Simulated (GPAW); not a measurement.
**P (puckered monolayer): G0W0 on several meshes in GPAW**

How does the mesh move the gap of P (puckered monolayer)?

Main program and level: GPAW 26.7.0; LDA and many-body steps on it, plane waves.

### Step 1. The structure

The cell holds 4 atoms: 4 P. Its edges and angles: a = 4.363 Å, b = 3.278 Å, c = 13.000 Å, α = 90.0°, β = 90.0°, γ = 90.0°. Vacuum lies along c.

Structure file:

```cif
data_structure
_symmetry_space_group_name_H-M 'P 1'
_symmetry_Int_Tables_number 1
_cell_length_a 4.3628
_cell_length_b 3.2780
_cell_length_c 13.0000
_cell_angle_alpha 90.000
_cell_angle_beta 90.000
_cell_angle_gamma 90.000
_cell_volume 185.92
loop_
_atom_site_label
_atom_site_type_symbol
_atom_site_fract_x
_atom_site_fract_y
_atom_site_fract_z
_atom_site_occupancy
P1 P 0.08035 0.00000 0.58136 1
P2 P 0.41965 0.50000 0.58136 1
P3 P 0.58035 0.50000 0.41864 1
P4 P 0.91965 0.00000 0.41864 1
```

The structure was relaxed with LDA. The runs that relaxed it are not among those shown.

### Step 2. Empty states on the mesh, 6×8×1 mesh, 312 bands

This step: GPAW 26.7.0; DFT, LDA, plane waves, PAW.

The sums over transitions need many empty states on a uniform mesh; this step solves for them.

File run.py:

```python
import json
import numpy as np
from gpaw.mpi import world
from gpaw import GPAW

calc = GPAW('gs.gpw').fixed_density(kpts={'size': (6, 8, 1), 'gamma': True},
    parallel={'domain': 1, 'band': 1},
    txt='nscf.txt')
calc.diagonalize_full_hamiltonian(nbands=312)
calc.write('full.gpw', mode='all')
res = {}
kpts = calc.get_ibz_k_points()
res['kpts'] = kpts
res['eigenvalues'] = [calc.get_eigenvalues(kpt=k) for k in range(len(kpts))]
res['n_electrons'] = calc.get_number_of_electrons()

if world.rank == 0:
    with open('result.json', 'w') as f:
        json.dump(res, f, default=lambda x: x.tolist())
```

Run with:

```console
mpirun -n 16 gpaw python run.py
```

Numbers of over 12 decimals in the logs are rounded to 6 here.

The program printed:

```text
Diagonalizing LCAO Hamiltonian
Converting LCAO to pw mode
convergence criteria:
- Maximum integral of absolute [eigenst]ate change: 4e-08 eV^2 / valence electron
maximum number of iterations: 100

SCF iterations
|iter     |     time |      energy | eigst |  dens |
|iter:   1|  |             | +0.73 |       |
|iter:   2|  |             | -0.56 |       |
|iter:   3|  |             | -1.64 |       |
[...]
|iter:  13|  |             | -6.81 |       |
|iter:  14|  |             | -7.32 |       |
|iter:  15|  |             | -7.72c|       |
SCF steps: 15
  __  _  _
 | _ |_)|_||  |
 |__||  | ||/\| - 26.7.0

Input parameters:
  mode=PW(ecut=450.000000),
  convergence={'density': 1e-06, 'bands': -3},
  gpts=array([24, 18, 64]),
  kpts=MonkhorstPack(size=(6, 8, 1), gamma=True),
  maxiter=100,
  nbands=18,
  occupations=Occupations(name='fermi-dirac', width=0.001, fixmagmom=False),
  parallel={'domain': 1, 'band': 1},
  xc=XC(name='LDA')
Matrix size: 4061x4061
# Writing to full.gpw (mode='all')
  [... matrices ...]

timing:  # [seconds]
  Total: 142.403  # ━━━━━━━━━━━━━━━━━━━━━━━━━━━━━━━━━━━━━━━━━━━━━━━━━━━━━━━━━
```

The job ended after 2.5 min (16 MPI ranks of Arm Neoverse V2, shared host; peak memory 19 GiB).

Numbers from this step:

```yaml
gap: 0.5831 eV
k_of_the_valence_top: 0, 0, 0
k_of_the_conduction_bottom: 0, 0, 0
least_direct_gap: 0.5831 eV
k_points_computed: 20
lowest_point_of_the_top_converged_band_above_the_valence_top: 76.8138 eV
```

On this mesh the gap is 0.583 eV.

### Step 3. 6×8×1

Now the one-shot GW correction: screening in the RPA, then the self-energy of the levels asked for.

This step: G0W0 on LDA, plane waves, PAW.

File run.py:

```python
import json
import numpy as np
from gpaw.mpi import world
from gpaw.response.g0w0 import G0W0

gw = G0W0('full.gpw',
    filename='gw',
    kpts=[0],
    bands=(8, 12),
    ecut=48,
    nbands=140,
    truncation='2D',
    integrate_gamma='sphere',
    q0_correction=True,
    frequencies={'type': 'nonlinear', 'domega0': 0.15, 'omega2': 15.0},
    eta=0.1,
    nblocksmax=True)
gw.calculate()
res = {mode: {k: v for k, v in r.items() if k != 'sigma_eskwn'}
       for mode, r in gw.all_results.items()}

if world.rank == 0:
    with open('result.json', 'w') as f:
        json.dump(res, f, default=lambda x: x.tolist())
```

Run with:

```console
mpirun -n 16 gpaw python run.py
```

The program printed:

```text
Using integrator: PointIntegrator
NonLinearFrequencyDescriptor(from 0.000 to 60.475 eV, 152 points)
Nonperiodic BCs:  [False False  True]
Using integrator: PointIntegrator
NonLinearFrequencyDescriptor(from 0.000 to 60.475 eV, 152 points)
Nonperiodic BCs:  [False False  True]
Applying analytical 2D correction to W:
    Evaluating Gamma point contribution to W on a 17x17x1 grid
  ___  _ _ _
 |   || | | |
 | | || | | |
 |__ ||_____|
 |___|

BZ k-points: Symmetries present (total): 4

  [... matrices ...]
48 k-points: 6 x 8 x 1 Monkhorst-Pack grid + [1/12,1/16,0.000000]
20 k-points in the irreducible part of the Brillouin zone
       k-points in crystal coordinates                weights
   0:     0.00000000    0.00000000    0.00000000          1/48
   1:     0.00000000    0.12500000    0.00000000          2/48
   2:     0.00000000    0.25000000    0.00000000          2/48
   3:     0.00000000    0.37500000    0.00000000          2/48
   4:     0.00000000    0.50000000    0.00000000          1/48
   5:     0.16666667    0.00000000    0.00000000          2/48
   6:     0.16666667    0.12500000    0.00000000          4/48
   7:     0.16666667    0.25000000    0.00000000          4/48
   8:     0.16666667    0.37500000    0.00000000          4/48
   9:     0.16666667    0.50000000    0.00000000          2/48
          ...
  19:     0.50000000    0.50000000    0.00000000          1/48

Distributing spins, k-points and bands (1 x 1 x 4) over 2 processes
Number of blocks: 8

Quasi particle states:
k-points (IBZ indices): [0]
Band range: (8, 12)
  [... matrices ...]
Computational parameters:
Plane wave cut-off: 48 eV
Number of bands: 140
Coulomb cutoff: 2D
Broadening: 0.1 eV

fxc modes: GW
Kernel: RPA
Using full-frequency real axis integration
Summing all q:

Calculating screened Coulomb potential
2D Coulomb truncation
NonLinearFrequencyDescriptor(from 0.000 to 60.475 eV, 152 points)
Removing empty qpoint cache files...

Calculating chi0 body with:
    Ground state adapter containing:
    Number of spins: 1
    Number of kpoints: 48
    Number of irreducible kpoints: 20
    Number of completely occupied states: 10
    Number of partially occupied states: 10
    Occupied states memory: 4.21875 M / cpu

    Linear response parametrization:
    q_c: [1.3877787807814457e-17, 0.0, 0.0]
    Number of frequency points: 152
    Planewave cutoff: 48.0
    Number of bands: 140
    Number of planewaves: 141
    Broadening (eta): 0.1
    comm.size: 16
    kncomm.size: 2
    blockcomm.size: 8

    Memory estimate of potentially large arrays:
        chi0_wGG: 5.763840 M / cpu
Integrating chi0 body.

Symmetries of q_c:
    Direct symmetries (Uq -> q): 4
    Indirect symmetries (TUq -> q): 0
In total 4 allowed symmetries.

  [... matrices ...]
20 groups of equivalent kpoints. 58.333333% reduction.

Integral kind: spectral function
Integrating chi0 head and wings.

Symmetries of q_c:
    Direct symmetries (Uq -> q): 4
    Indirect symmetries (TUq -> q): 0
In total 4 allowed symmetries.

  [... matrices ...]
20 groups of equivalent kpoints. 58.333333% reduction.

Integral kind: spectral function wings

Calculating chi0 body with:
    Ground state adapter containing:
    Number of spins: 1
    Number of kpoints: 48
    Number of irreducible kpoints: 20
    Number of completely occupied states: 10
    Number of partially occupied states: 10
    Occupied states memory: 4.21875 M / cpu

[... the further q-points ...]

Results:
f:      Occupation numbers
eps:     KS-eigenvalues [eV]
vxc:     KS vxc [eV]
exx:     Exact exchange [eV]
sigma:   Self-energies [eV]
dsigma:  Self-energy derivatives
Z:       Renormalization factors
qp:      QP-energies [eV]

k-point 0 (0): (0.000, 0.000, 0.000)                GW
band       f     eps     vxc     exx   sigma  dsigma       Z      qp
                                                                   GW
   8   1.000  -2.341 -15.315 -17.007   1.748  -0.426   0.701  -2.302
   9   1.000  -0.527 -13.908 -14.960   1.022  -0.426   0.701  -0.548
  10   0.000   0.056 -11.502  -7.776  -2.683  -0.433   0.698   0.783
  11   0.000   0.894 -12.780  -8.173  -3.299  -0.428   0.700   1.810
```

It took 67 s on 16 MPI ranks; peak memory 4.3 GiB; 15 min of CPU time.

Numbers from this step:

- G0W0 gap on the points computed: 1.332 eV
- least direct G0W0 gap on the computed points: 1.332 eV
- Z at the valence top: 0.7013
- Z at the conduction bottom: 0.6981
- starting gap on the mesh: 0.5831 eV
- k of the valence top: 0, 0, 0
- k of the conduction bottom: 0, 0, 0

The gap on the mesh goes from 0.58 eV to 1.33 eV, a correction of +0.75 eV.

### Step 4. Empty states on the mesh, 4×6×1 mesh, 150 bands

This step: DFT, LDA, plane waves, PAW.

File run.py:

```python
import json
import numpy as np
from gpaw.mpi import world
from gpaw import GPAW

calc = GPAW('gs.gpw').fixed_density(kpts={'size': (4, 6, 1), 'gamma': True},
    nbands=175,
    convergence={'bands': 150},
    txt='nscf.txt')
calc.write('full.gpw', mode='all')
res = {}
kpts = calc.get_ibz_k_points()
res['kpts'] = kpts
res['eigenvalues'] = [calc.get_eigenvalues(kpt=k) for k in range(len(kpts))]
res['n_electrons'] = calc.get_number_of_electrons()

if world.rank == 0:
    with open('result.json', 'w') as f:
        json.dump(res, f, default=lambda x: x.tolist())
```

Run with:

```console
mpirun -n 16 gpaw python run.py
```

The program printed:

```text
Diagonalizing LCAO Hamiltonian
Converting LCAO to pw mode
convergence criteria:
- Maximum integral of absolute [eigenst]ate change: 4e-08 eV^2 / valence electron
maximum number of iterations: 100

SCF iterations
|iter     |     time |      energy | eigst |  dens |
|iter:   1|  |             | +4.28 |       |
|iter:   2|  |             | +3.08 |       |
|iter:   3|  |             | +1.95 |       |
[...]
|iter:  13|  |             | -6.69 |       |
|iter:  14|  |             | -7.16 |       |
|iter:  15|  |             | -7.49c|       |
SCF steps: 15
  __  _  _
 | _ |_)|_||  |
 |__||  | ||/\| - 26.7.0

Input parameters:
  mode=PW(ecut=450.000000),
  convergence={'bands': 150},
  gpts=array([24, 18, 64]),
  kpts=MonkhorstPack(size=(4, 6, 1), gamma=True),
  maxiter=100,
  nbands=175,
  occupations=Occupations(name='fermi-dirac', width=0.001, fixmagmom=False),
  parallel={},
  xc=XC(name='LDA')
# Writing to full.gpw (mode='all')
  [... matrices ...]

timing:  # [seconds]
  Total: 0.114  # ━━━━━━━━━━━━━━━━━━━━━━━━━━━━━━━━━━━━━━━━━━━━━━━━━━━━━━━━━━━
```

The job ended after 21 s (16 MPI ranks; peak memory 2.8 GiB; 5.3 min of CPU time).

This step gave:

```yaml
gap: 0.5831 eV
k_of_the_valence_top: 0, 0, 0
k_of_the_conduction_bottom: 0, 0, 0
least_direct_gap: 0.5831 eV
k_points_computed: 12
lowest_point_of_the_top_converged_band_above_the_valence_top: 44.79 eV
```

On this mesh the gap is 0.583 eV.

### Step 5. 4×6×1

This step: G0W0 on LDA, plane waves, PAW.

File run.py:

```python
import json
import numpy as np
from gpaw.mpi import world
from gpaw.response.g0w0 import G0W0

gw = G0W0('full.gpw',
    filename='gw',
    kpts=[0],
    bands=(8, 12),
    ecut=48,
    nbands=140,
    truncation='2D',
    integrate_gamma='sphere',
    q0_correction=True,
    frequencies={'type': 'nonlinear', 'domega0': 0.15, 'omega2': 15.0},
    eta=0.1,
    nblocksmax=True)
gw.calculate()
res = {mode: {k: v for k, v in r.items() if k != 'sigma_eskwn'}
       for mode, r in gw.all_results.items()}

if world.rank == 0:
    with open('result.json', 'w') as f:
        json.dump(res, f, default=lambda x: x.tolist())
```

Run with:

```console
mpirun -n 16 gpaw python run.py
```

The program printed:

```text
Using integrator: PointIntegrator
NonLinearFrequencyDescriptor(from 0.000 to 59.417 eV, 151 points)
Nonperiodic BCs:  [False False  True]
Using integrator: PointIntegrator
NonLinearFrequencyDescriptor(from 0.000 to 59.417 eV, 151 points)
Nonperiodic BCs:  [False False  True]
Applying analytical 2D correction to W:
    Evaluating Gamma point contribution to W on a 25x21x1 grid
  ___  _ _ _
 |   || | | |
 | | || | | |
 |__ ||_____|
 |___|

BZ k-points: Symmetries present (total): 4

  [... matrices ...]
24 k-points: 4 x 6 x 1 Monkhorst-Pack grid + [1/8,1/12,0.000000]
12 k-points in the irreducible part of the Brillouin zone
       k-points in crystal coordinates                weights
   0:     0.00000000    0.00000000    0.00000000          1/24
   1:     0.00000000    0.16666667    0.00000000          2/24
   2:     0.00000000    0.33333333    0.00000000          2/24
[...]
9:     0.50000000    0.16666667    0.00000000          2/24
          ...
  11:     0.50000000    0.50000000    0.00000000          1/24

Distributing spins, k-points and bands (1 x 1 x 4) over 2 processes
Number of blocks: 8

Quasi particle states:
k-points (IBZ indices): [0]
Band range: (8, 12)
  [... matrices ...]
Computational parameters:
Plane wave cut-off: 48 eV
Number of bands: 140
Coulomb cutoff: 2D
Broadening: 0.1 eV

fxc modes: GW
Kernel: RPA
Using full-frequency real axis integration
Summing all q:

Calculating screened Coulomb potential
2D Coulomb truncation
NonLinearFrequencyDescriptor(from 0.000 to 59.417 eV, 151 points)
Removing empty qpoint cache files...

Calculating chi0 body with:
    Ground state adapter containing:
    Number of spins: 1
    Number of kpoints: 24
    Number of irreducible kpoints: 12
    Number of completely occupied states: 10
    Number of partially occupied states: 10
    Occupied states memory: 4.21875 M / cpu

    Linear response parametrization:
    q_c: [0.0, 1.3877787807814457e-17, 0.0]
    Number of frequency points: 151
    Planewave cutoff: 48.0
    Number of bands: 140
    Number of planewaves: 141
    Broadening (eta): 0.1
    comm.size: 16
    kncomm.size: 2
    blockcomm.size: 8

    Memory estimate of potentially large arrays:
        chi0_wGG: 5.725920 M / cpu
Integrating chi0 body.

Symmetries of q_c:
    Direct symmetries (Uq -> q): 4
    Indirect symmetries (TUq -> q): 0
In total 4 allowed symmetries.

  [... matrices ...]
12 groups of equivalent kpoints. 50.0% reduction.

Integral kind: spectral function
Integrating chi0 head and wings.

Symmetries of q_c:
    Direct symmetries (Uq -> q): 4
    Indirect symmetries (TUq -> q): 0
In total 4 allowed symmetries.

  [... matrices ...]
12 groups of equivalent kpoints. 50.0% reduction.

Integral kind: spectral function wings

Calculating chi0 body with:
    Ground state adapter containing:
    Number of spins: 1
    Number of kpoints: 24
    Number of irreducible kpoints: 12
    Number of completely occupied states: 10
    Number of partially occupied states: 10
    Occupied states memory: 4.21875 M / cpu

    Linear response parametrization:
[... the further q-points ...]

Results:
f:      Occupation numbers
eps:     KS-eigenvalues [eV]
vxc:     KS vxc [eV]
exx:     Exact exchange [eV]
sigma:   Self-energies [eV]
dsigma:  Self-energy derivatives
Z:       Renormalization factors
qp:      QP-energies [eV]

k-point 0 (0): (0.000, 0.000, 0.000)                GW
band       f     eps     vxc     exx   sigma  dsigma       Z      qp
                                                                   GW
   8   1.000  -2.341 -15.315 -17.056   1.808  -0.457   0.686  -2.295
   9   1.000  -0.527 -13.908 -15.117   1.171  -0.452   0.689  -0.553
  10   0.000   0.056 -11.502  -7.627  -2.828  -0.467   0.681   0.769
  11   0.000   0.894 -12.780  -8.143  -3.339  -0.464   0.683   1.781
```

It took 22 s on 16 MPI ranks; peak memory 4 GiB; 5.5 min of CPU time.

Numbers from this step:

```
G0W0 gap on the points computed              : 1.322 eV
least direct G0W0 gap on the computed points : 1.322 eV
Z at the valence top                         : 0.6885
Z at the conduction bottom                   : 0.6814
starting gap on the mesh                     : 0.5831 eV
k of the valence top                         : 0, 0, 0
k of the conduction bottom                   : 0, 0, 0
```

Against G0W0 in GPAW (6×8×1 mesh, 140 bands, screening to 48 eV, full frequency, Hilbert transform), the gap moves by −0.010 eV.

### Step 6. The runs together

Times are wall times on 16 MPI ranks of Arm Neoverse V2, shared host, good to a factor of about two.

| run | mesh | bands | screening cutoff (eV) | DFT gap (eV) | gap on the mesh (eV) | direct (eV) | time |
| --- | --- | --- | --- | --- | --- | --- | --- |
| 6×8×1 | 6×8×1 | 140 | 48 | 0.583 | 1.332 | 1.332 | 67 s |
| 4×6×1 | 4×6×1 | 140 | 48 | 0.583 | 1.322 | 1.322 | 22 s |

### Step 7. Outcome

```yaml
6x8x1: 1.332 eV
4x6x1: 1.322 eV
known_limits: not at the basis limit
```

What this shows: 4×6×1: −0.010 eV against 6×8×1. Bands and cutoff are finite, so the gap is not at the basis limit. The miss can reach some tenths of an eV and take either sign; the mesh is an error of its own. These stock PAW sets were not made for GW. In the G0W0 runs levels were corrected at 1 k point alone, so a gap called «on the mesh» is the least over those, and an edge elsewhere would be missed.

[Paths, hosts, dates, memory and timing lines, banners, echoed tables and standing remarks are left out of the program output.]

[Logs are printed without paths, hosts, clocks, repeated set-up lines and the standing remarks that a program may print on its own settings, such as how far it seeks lower states.]

[Runs of the session that timed out or met a known fault of the program may be left out.]

[Hosts, paths, dates, database ids (printed as entryN), source tags and the programs' standing remarks are cut or masked in the printed files.]
